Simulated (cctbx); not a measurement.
## Diagnosing a refinement

Cell a = 6.6950 Å, b = 6.6950 Å, c = 16.2320 Å, α = 90.00°, β = 90.00°, γ = 120.00°; space group P6_3/mmc (no. 194).

Simulated single-crystal data (cctbx): synchrotron X-rays, λ = 0.7749 Å, to d = 0.7 Å, 80 % of the full sphere, strongest reflection 70000 counts, noise from counting, a 4 % proportional error and a noise floor of 15 counts (s.d.); no absorption, and some extinction, which the refinements don't model.

An anisotropic refinement with weights 1/σ² prints:

```text
Rint 0.036, 415 unique reflections to 0.70 A
cycle     R1     wR2    GooF  max shift (A)
   1  0.2737  0.5495  29.117   0.02745
   2  0.2674  0.4935  26.149   0.00025
final R1 0.2673 wR2 0.4935 GooF 26.149  parameters 15  data/parameter 27.7
atom        x        y        z      Ueq    occ   su(xyz)  su(Uiso or U11)
Cr1    0.66667  0.33333  0.16302   0.0035  1.000  0.00041  0.0019
Cl1    0.01692  0.50846  0.75000   0.0007  1.000  0.00105  0.0027
Cl2    0.17864  0.35728  0.90618   0.0051  1.000  0.00094  0.0019
Na1    0.00000  0.00000  0.75000   0.0100  1.000  0.00000  0.0077  NPD
difference map: max 47.03 min -6.02 rms 1.83
Q1    0.3333  0.6667  0.0810    4   49.75  3.36 A from Cl2
Q2    0.3333  0.6667  0.6551    4   21.61  0.13 A from Cr1
Q3    0.1689  0.3377  0.5899   12   17.39  0.13 A from Cl2
Q4    0.9972  0.4986  0.2500    6   14.37  0.08 A from Cl1
Q5    0.0000  0.0000  0.2500    2   13.22  0.00 A from Na1
Q6    0.3333  0.6667  0.1433    4    3.37  2.67 A from Cl1
```

Q: Accept it or mend it, and why?

Mend it. The fault: an atom left out, Na at (2/3, 1/3, 0.9191). Against the right model at the same level, R1 goes from 0.0115 to 0.2673 and GooF from 1.10 to 26.15, U of Cl1 shrinks from 0.0090 to 0.0007 Å², U of Cr1 shrinks from 0.0105 to 0.0035 Å², U of Cl2 shrinks from 0.0120 to 0.0051 Å², the top difference peak, 49.8 e/Å³, lies 3.36 Å from Cl2 and Na1 goes non-positive-definite. Q1 is the missing atom. With scattering power missing, scale and phases suffer, so peaks may also grow on the heavy atoms.

The compound is Na3Cr2Cl9. The right model at the same level gives:

```text
Rint 0.036, 415 unique reflections to 0.70 A
cycle     R1     wR2    GooF  max shift (A)
   1  0.0208  0.0441   2.344   0.00249
   2  0.0115  0.0206   1.096   0.00000
final R1 0.0115 wR2 0.0206 GooF 1.096  parameters 18  data/parameter 23.1
atom        x        y        z      Ueq    occ   su(xyz)  su(Uiso or U11)
Cr1    0.66667  0.33333  0.16129   0.0105  1.000  0.00001  0.0001
Cl1    0.01559  0.50779  0.75000   0.0090  1.000  0.00004  0.0001
Cl2    0.17691  0.35382  0.90682   0.0120  1.000  0.00003  0.0001
Na1    0.00000  0.00000  0.75000   0.0126  1.000  0.00000  0.0002
Na2    0.66667  0.33333  0.91912   0.0103  1.000  0.00003  0.0002
difference map: max 0.26 min -0.54 rms 0.09
Q1    0.0535  0.1069  0.0574   12    0.28  1.91 A from Cl2
Q2    0.2226  0.6113  0.2500    6    0.27  1.38 A from Cl1
Q3    0.0946  0.1893  0.9999   12    0.25  1.79 A from Cl2
Q4    0.0543  0.2774  0.6981   24    0.23  1.85 A from Cl2
Q5    0.1029  0.4778  0.0880   24    0.21  1.43 A from Na2
Q6    0.1041  0.2082  0.6476   12    0.21  1.22 A from Cl2
```

The model is made up (kin elements in a known structure type, no relaxation), so it says nothing on whether the phase exists.

[Middle refinement cycles are left out of these outputs.]

[Logs are printed without paths, hosts, clocks, repeated set-up lines and the standing remarks that a program may print on its own settings, such as how far it seeks lower states.]
